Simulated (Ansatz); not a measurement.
**Whose spectrum is this?**

Method: Ansatz, r2SCAN, independent particles, without spin-orbit coupling, line width 0.15 eV (Gaussian); metals get a typed carrier damping. The response is along the first axis of the cell.

```
E (eV)   Im ε
  0.00   0.00
  0.25   0.00
  0.50   0.00
  0.75   0.00
  1.00   0.00
  1.25   0.00
  1.50   0.00
  1.75   0.00
  2.00   0.00
  2.25   0.00
  2.50   0.00
  2.75   0.00
  3.00   0.00
  3.25   0.00
  3.50   0.00
  3.75   0.00
  4.00   0.00
  4.25   0.00
  4.50   0.00
  4.75   0.00
  5.00   0.00
  5.25   0.00
  5.50   0.00
  5.75   0.01
  6.00   0.25
  6.25   1.83
  6.50   6.14
  6.75  13.76
  7.00  11.90
  7.25   9.74
  7.50   5.00
  7.75   2.66
  8.00   1.88
  8.25   1.40
  8.50   1.04
  8.75   0.80
  9.00   0.70
  9.25   0.56
  9.50   0.44
  9.75   0.43
 10.00   0.46
```

All candidates were run at this level. Which one is shown?
A. ZnAu (Pm-3m)
B. Pb (Fm-3m)
C. SiC (Cmc2_1)
D. H3C2 (C2/m)

D. H3C2 (C2/m): least direct gap 5.65 eV, ε∞ = 3.14 along the first axis, strongest peak along the first axis at 6.82 eV. The others: SiC (Cmc2_1), least direct gap 3.53 eV, ε∞ = 6.53 along the first axis, strongest peak along the first axis at 7.52 eV; Pb (Fm-3m), a metal, with a Drude term, main peak of the conductivity above 1 eV at 2.75 eV; ZnAu (Pm-3m), a metal, with a Drude term, main peak of the conductivity above 1 eV at 8.51 eV.

[Logs are printed without paths, hosts, clocks, repeated set-up lines and the standing remarks that a program may print on its own settings, such as how far it seeks lower states.]
